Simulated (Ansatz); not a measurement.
# Dielectric function and optical constants of Al2O3 (Corundum)

What colour and refractive index does Al2O3 (Corundum) have at this level of theory?

Program: Ansatz 0.2.0. Level of theory: DFT, PBE, plane-wave PAW, default files, scalar-relativistic, independent-particle optical response without local fields. Results are calculated unless marked as measured.

**What experiment says.**

“Multi-petahertz electron interference in Cr:Al2O3 solid-state material” (2018, pmc:5906618) quotes from earlier work for Al2O3, alpha (corundum) (high-purity reference sample): band gap (optical band gap of host from absorption) 8.7 eV [literature value quoted for a high-purity sample; optical absorption edge, temperature …].

For Al2O3, corundum (500 um thick double-side polished bare wafer, 300 K), “Measurement of optical constants of TiN and TiN/Ti/TiN multilayer films for microwave kinetic inductance photon-number-resolving detectors” (2018, arxiv:1802.06737) gives, by spectrophotometer reflectance and transmittance with transfer-matrix analysis: refractive index (n, approximately wavelength independent over 400-2000 nm, normal …) 1.75 [single wavelength-independent value for 400-2000 nm, dispersion neglected; derived from R …].

Report form: the programs' logs are mostly left out.

### Step 1. The structure

The structure is trigonal, space group R-3c (No. 167). The conventional cell has a = 4.760 Å, b = 4.760 Å, c = 12.996 Å, α = 90.00°, β = 90.00°, γ = 120.00°. Nearest to Al lie 6 O at 1.85 to 1.97 Å. Nearest to O lie 4 Al at 1.85 to 1.97 Å. Farther neighbours and most contacts between anions are not listed.

### Step 2. Ground state and bands

First the ground state: is it a metal or has it a gap?

This step: DFT, PBE, plane-wave PAW, default files, scalar-relativistic, ground state (Ansatz 0.2.0).

The input, input.yaml:

```yaml
crystal:
  lattice:
    - [2.38025, 1.3742379782, 4.3318666667]
    - [-2.38025, 1.3742379782, 4.3318666667]
    - [0.0, -2.7484759565, 4.3318666667]
  atoms:
    - { symbol: Al, position: [0.85216, 0.85216, 0.85216] }
    - { symbol: Al, position: [0.64784, 0.64784, 0.64784] }
    - { symbol: Al, position: [0.14784, 0.14784, 0.14784] }
    - { symbol: Al, position: [0.35216, 0.35216, 0.35216] }
    - { symbol: O, position: [0.05668, 0.75, 0.44332] }
    - { symbol: O, position: [0.75, 0.44332, 0.05668] }
    - { symbol: O, position: [0.44332, 0.05668, 0.75] }
    - { symbol: O, position: [0.94332, 0.25, 0.55668] }
    - { symbol: O, position: [0.25, 0.55668, 0.94332] }
    - { symbol: O, position: [0.55668, 0.94332, 0.25] }
kpoints:
  mp_grid: { grid: [6, 6, 6] }
  band_path:
    path:
      - [[0.0, 0.0, 0.0], [0.5, 0.0, 0.0], [0.5, 0.23376048, -0.23376048]]
      - [[0.76623952, 0.5, 0.23376048], [0.5, 0.5, 0.5], [0.0, 0.0, 0.0], [0.36688024, 0.0, -0.36688024]]
      - [[0.63311976, 0.36688024, 0.0], [0.5, 0.5, 0.0], [0.63311976, 0.63311976, 0.23376048], [0.5, 0.5, 0.5]]
      - [[0.5, 0.0, 0.0], [0.76623952, 0.36688024, 0.36688024]]
    npoints: 5
scf:
  occupations: { method: fermi_dirac, width: 0.05 }
  n_extra_bands: 14
hamiltonian:
  xc: pbe
  pseudopotentials: { kind: paw }
output:
  forces: true
  stress: true
  populations: true
  write_bands: true
```

Launch:

```
$ ansatz run input.yaml --threads 4 --pin off --max-ram 8192MiB --backend cpu --events-out ev --progress --plain --runs-dir out
```

Elapsed: 4.3 s, on 4 threads of Intel Xeon at 2.70GHz, shared host; peak memory 0.46 GiB.

This step gave:

```
free energy                  : -5569.5509 eV
Fermi energy                 : 10.92 eV
gap by band count            : 6.217 eV
electrons                    : 48
symmetry operations          : 12
pressure                     : 7.343 GPa
gap on the k-mesh            : 6.217 eV
volume                       : 85.02 Å³
gap on the path              : 6.217 eV
least direct gap on the path : 6.217 eV
```

There is a gap, 6.22 eV on the path, so no carriers' term is needed. The cell is left with a pressure of 7.3 GPa and forces up to 0.03 eV/Å, as it stands unrelaxed at this level.

Electronic bands along the path, in eV, zero at the Fermi level; v1 is the highest filled band, c1 the lowest empty one:

```
          point     v4     v3     v2     v1    c1    c2    c3    c4
              Γ  -3.67  -3.21  -3.21  -3.17  3.05  5.99  7.59  8.37
0.60 of the way  -3.98  -3.68  -3.37  -3.33  4.71  6.74  7.12  7.47
              L  -4.08  -4.08  -3.44  -3.44  6.30  6.30  6.48  6.48
0.60 of the way  -4.01  -4.01  -3.50  -3.50  6.21  6.21  6.77  6.77
             B1  -4.02  -4.02  -3.68  -3.68  6.54  6.54  6.96  6.96
      jump to B  -4.02  -4.02  -3.68  -3.68  6.54  6.54  6.96  6.96
0.60 of the way  -3.90  -3.90  -3.66  -3.66  5.99  5.99  7.78  7.78
              Z  -3.55  -3.55  -3.55  -3.55  5.51  5.51  7.94  7.94
0.40 of the way  -3.69  -3.69  -3.33  -3.33  4.35  6.02  7.45  8.45
              Γ  -3.67  -3.21  -3.21  -3.17  3.05  5.99  7.59  8.37
0.40 of the way  -3.95  -3.67  -3.29  -3.22  4.23  6.81  7.00  7.50
              X  -4.06  -4.02  -3.73  -3.46  6.34  6.38  6.58  7.06
      jump to Q  -4.06  -4.02  -3.73  -3.46  6.34  6.38  6.58  7.06
0.40 of the way  -4.13  -3.96  -3.92  -3.44  6.42  6.58  6.66  7.02
              F  -4.20  -4.09  -3.91  -3.43  6.47  6.56  6.76  7.24
0.40 of the way  -4.20  -4.05  -3.93  -3.46  6.54  6.60  6.81  7.13
             P1  -4.21  -4.03  -3.92  -3.64  6.58  6.77  7.03  7.21
0.60 of the way  -3.85  -3.79  -3.65  -3.63  5.88  5.88  7.71  8.00
              Z  -3.55  -3.55  -3.55  -3.55  5.51  5.51  7.94  7.94
      jump to L  -4.08  -4.08  -3.44  -3.44  6.30  6.30  6.48  6.48
0.40 of the way  -4.21  -3.97  -3.60  -3.49  6.16  6.33  6.58  6.95
              P  -4.21  -4.03  -3.92  -3.64  6.58  6.77  7.03  7.21
```

### Step 3. Spectrum

With the density converged, the vertical transitions are summed over the zone.

This step: DFT, PBE, plane-wave PAW, default files, scalar-relativistic, independent-particle optical response without local fields (Ansatz 0.2.0).

input.yaml, the sections that differ from step 2:

```yaml
kpoints:
  mp_grid: { grid: [6, 6, 6] }
scf:
  occupations: { method: fixed }
output:
  optics:
    e_range: [0, 14]
    de: 0.05
    sigma: 0.1
    nscf_kmesh: { grid: [6, 6, 6] }
    bands: { spectra_wanted_up_to: 14 }
# crystal, hamiltonian: as in step 2
```

Elapsed: 30 s, on 4 threads; peak memory 1.1 GiB; 1.9 min of CPU time.

Numbers from this step:

```
electronic dielectric constant ε∞, mean over x, y and z (by symmetry where fewer were run) : 3.311
absorption onset, first axis (α over 10⁴ cm⁻¹, or the direct gap if that lies higher)      : 6.238 eV
main peak of Im epsilon, first axis                                                        : 11.24 eV
least direct gap on the mesh                                                               : 6.217 eV
bands summed                                                                               : 55
spectra valid up to                                                                        : 23.63 eV
program's estimate of the k-sum error in Im epsilon                                        : 0.12 %
electrons in the f-sum                                                                     : 27.54
```

Table of Im ε by photon energy; read off at these points:

```
photon energy (eV)  E ∥ x or y   E ∥ z
              6.00      1.1e-5  1.1e-4
              6.50       0.380   0.391
              7.00       0.594   0.618
              7.50       0.749   0.772
              8.00       0.931   0.907
              8.50        1.09    1.05
              9.00        1.29    1.22
              9.50        1.69    1.53
             10.00        2.89    3.12
             10.50        4.09    3.95
             11.00        5.25    4.84
             11.20        6.17    5.19
             11.25        6.20    5.13
             11.50        5.95    4.89
             12.00        5.00    3.87
             12.30        5.54    3.45
             12.50        5.30    3.71
             13.00        4.33    4.10
             13.50        3.64    4.35
             13.80        3.77    4.49
             14.00        3.70    4.31
```

Table of Re ε by photon energy:

```
photon energy (eV)  E ∥ x or y  E ∥ z
               0.0        3.33   3.28
               0.5        3.33   3.29
               1.0        3.34   3.30
               1.5        3.36   3.32
               2.0        3.39   3.34
               2.5        3.42   3.38
               3.0        3.47   3.42
               3.5        3.53   3.48
               4.0        3.60   3.55
               4.5        3.70   3.65
               5.0        3.82   3.76
               5.5        3.98   3.92
               6.0        4.24   4.19
               6.5        4.58   4.50
               7.0        4.60   4.50
               7.5        4.69   4.56
               8.0        4.81   4.66
               8.5        5.00   4.83
               9.0        5.32   5.12
               9.5        5.99   5.68
              10.0        5.68   6.69
              10.5        6.27   5.39
              11.0        5.41   4.54
              11.5        2.99   2.84
              12.0        3.12   2.40
              12.5        1.64   2.96
              13.0        1.02   2.82
              13.5        1.50   2.48
              14.0        1.64   2.20
```

The reflectivity at normal incidence by photon energy; read off at these points:

```
photon energy (eV)  E ∥ x or y (%)  E ∥ z (%)
              0.00            8.51       8.34
              0.50            8.52       8.36
              1.00            8.57       8.40
              1.50            8.64       8.47
              2.00            8.75       8.58
              2.50            8.90       8.72
              3.00            9.08       8.90
              3.50            9.32       9.13
              4.00            9.61       9.42
              4.50            9.97       9.77
              5.00            10.4       10.2
              5.50            11.0       10.8
              6.00            12.0       11.8
              6.50            13.3       13.0
              7.00            13.5       13.2
              7.50            13.9       13.5
              8.00            14.5       14.0
              8.50            15.3       14.7
              9.00            16.4       15.8
              9.50            18.7       17.7
             10.00            20.1       22.5
             10.50            23.6       22.0
             11.00            25.3       23.5
             11.15            27.1       24.3
             11.25            27.4       24.1
             11.50            27.1       23.5
             12.00            23.8       19.6
             12.50            26.6       18.8
             13.00            24.4       20.4
             13.50            19.9       21.7
             13.85            20.4       22.5
             14.00            19.9       21.8
```

Values under 1 per cm are given as 1. The absorption coefficient by photon energy:

```
photon energy (eV)  E ∥ x or y (1/cm)  E ∥ z (1/cm)
             0.000                  1             1
             0.500                  1             1
             1.000                  1             1
             1.500                  1             1
             2.000                  1             1
             2.500                  1             1
             3.000                  1             1
             3.500                  1             1
             4.000                  1             1
             4.500                  1             1
             5.000                  1             1
             5.500                  1             1
             6.000               1.64          16.0
             6.500              58358         60718
             7.000              97974         1.0e5
             7.500              1.3e5         1.4e5
             8.000              1.7e5         1.7e5
             8.500              2.1e5         2.0e5
             9.000              2.5e5         2.4e5
             9.500              3.3e5         3.1e5
            10.000              6.0e5         6.0e5
            10.500              8.3e5         8.5e5
            11.000              1.2e6         1.1e6
            11.500              1.6e6         1.4e6
            12.000              1.4e6         1.3e6
            12.500              1.8e6         1.2e6
            13.000              1.7e6         1.4e6
            13.500              1.5e6         1.5e6
            14.000              1.6e6         1.6e6
```

Table of refractive index n and extinction k by photon energy:

```
photon energy (eV)  n, E ∥ x or y  k, E ∥ x or y  n, E ∥ z  k, E ∥ z
               0.0           1.82              0      1.81         0
               0.5           1.82              0      1.81         0
               1.0           1.83              0      1.82         0
               1.5           1.83              0      1.82         0
               2.0           1.84              0      1.83         0
               2.5           1.85              0      1.84         0
               3.0           1.86              0      1.85         0
               3.5           1.88              0      1.87         0
               4.0           1.90              0      1.89         0
               4.5           1.92              0      1.91         0
               5.0           1.95              0      1.94         0
               5.5           2.00              0      1.98         0
               6.0           2.06         2.7e-6      2.05    2.6e-5
               6.5           2.14         0.0886      2.12    0.0922
               7.0           2.15          0.138      2.13     0.145
               7.5           2.17          0.172      2.14     0.180
               8.0           2.20          0.211      2.17     0.209
               8.5           2.25          0.243      2.21     0.238
               9.0           2.32          0.278      2.28     0.267
               9.5           2.47          0.343      2.40     0.317
              10.0           2.46          0.589      2.65     0.588
              10.5           2.62          0.779      2.46     0.803
              11.0           2.54           1.03      2.36      1.02
              11.5           2.20           1.36      2.06      1.19
              12.0           2.12           1.18      1.86      1.04
              12.5           1.90           1.40      1.96     0.945
              13.0           1.65           1.31      1.97      1.04
              13.5           1.65           1.10      1.93      1.13
              14.0           1.69           1.10      1.88      1.15
```

Optical constants at common wavelengths, from n + ik = √ε:

```
wavelength (nm)  n xy   k xy  R (%) xy     1/α xy   n z    k z  R (%) z      1/α z
           1064  1.83  0.000       8.6  over 1 mm  1.82  0.000      8.4  over 1 mm
            633  1.84  0.000       8.7  over 1 mm  1.83  0.000      8.6  over 1 mm
            532  1.85  0.000       8.8  over 1 mm  1.83  0.000      8.7  over 1 mm
            450  1.86  0.000       9.0  over 1 mm  1.84  0.000      8.8  over 1 mm
            308  1.90  0.000       9.6  over 1 mm  1.89  0.000      9.4  over 1 mm
            248  1.95  0.000      10.4  over 1 mm  1.94  0.000     10.2  over 1 mm
            193  2.14  0.074      13.3     208 nm  2.12  0.079     13.0     194 nm
```

Rows near the edge hang on the gap, which this functional as a rule makes too small, and phonon-assisted absorption is left out.

Through 1 µm of it, D65 light comes out colourless (x = 0.313, y = 0.330; 84 % transmitted).

The f-sum over the summed bands holds 27.5 of the cell's 48 electrons outside the frozen cores, 12 of which lie in bands more than 12 eV below the Fermi level, whose transitions come at higher energies. Up to 14 eV the strength has a mean oscillator energy of 11.2 eV, and these transitions give 55 % of ε∞ − 1 along x; the rest comes from higher ones.

### Step 4. Summary of results

```json
{
 "gap on the path": "6.22 eV",
 "least direct gap on the path": "6.22 eV",
 "electronic dielectric constant ε∞, mean over x, y and z (by symmetry where fewer were run) (independent particles)": "3.31",
 "absorption onset, first axis (α over 10⁴ cm⁻¹, or the direct gap if that lies higher)": "6.24 eV",
 "main peak of Im epsilon, first axis": "11.2 eV"
}
```

In words: At this level (PBE, independent particles) Al2O3 has a mean ε∞ = 3.31 and n = 1.83 at 1550 nm (E ∥ x); absorption sets in near 6.2 eV, and Im ε peaks at 11.2 eV (E ∥ x). The gap on the path is direct, 6.22 eV. The absorption coefficient passes 10⁴ cm⁻¹ at 6.24 eV, in the ultraviolet, so the visible is passed. Distinct maxima of Im ε, read by a parabola through the highest points, lie at 11.24 eV (6.2) and 12.32 eV (5.6) for E ∥ x or y. The static values by axis are 3.33 (xy), 3.28 (z). The f-sum over the summed bands holds 27.5 of the cell's 48 electrons outside the frozen cores, 12 of which lie in bands more than 12 eV below the Fermi level, whose transitions come at higher energies. Up to 14 eV the strength has a mean oscillator energy of 11.2 eV, and these transitions give 55 % of ε∞ − 1 along x; the rest comes from higher ones. Through 1 µm of it, D65 light comes out colourless (x = 0.313, y = 0.330; 84 % transmitted). Excitons and phonon-assisted transitions are missing, and so are local fields; PBE gaps are as a rule too small, which pulls the onset down and ε∞ up. In the base run ε includes the program's bounded estimate of what the bands above those summed add.

Comparison with the measured values:

| quantity | measured | PBE | PBE, no local fields |
| --- | --- | --- | --- |
| band gap (least gap) (eV) | 8.7 | 6.22 (-2.48 eV) | - |
| refractive index (at 2000 nm) | 1.75 | - | 1.83 (+4.3 %) |

Measured values from pmc:5906618 (2018) and arxiv:1802.06737 (2018).

Verdict: The band gap is off by -2.48 eV: a clear miss. Local and semilocal functionals usually give gaps below the measured ones. An optical gap can lie under the band gap by the exciton's binding. Zero-point and thermal motion shift the measured gap. The refractive index is off by +4.3 %: good agreement. No cell relaxation is part of this session.

[Logs are printed without paths, hosts, clocks, repeated set-up lines and the standing remarks that a program may print on its own settings, such as how far it seeks lower states.]

[Hosts, paths, dates, database ids (printed as entryN), source tags and the programs' standing remarks are cut or masked in the printed files.]
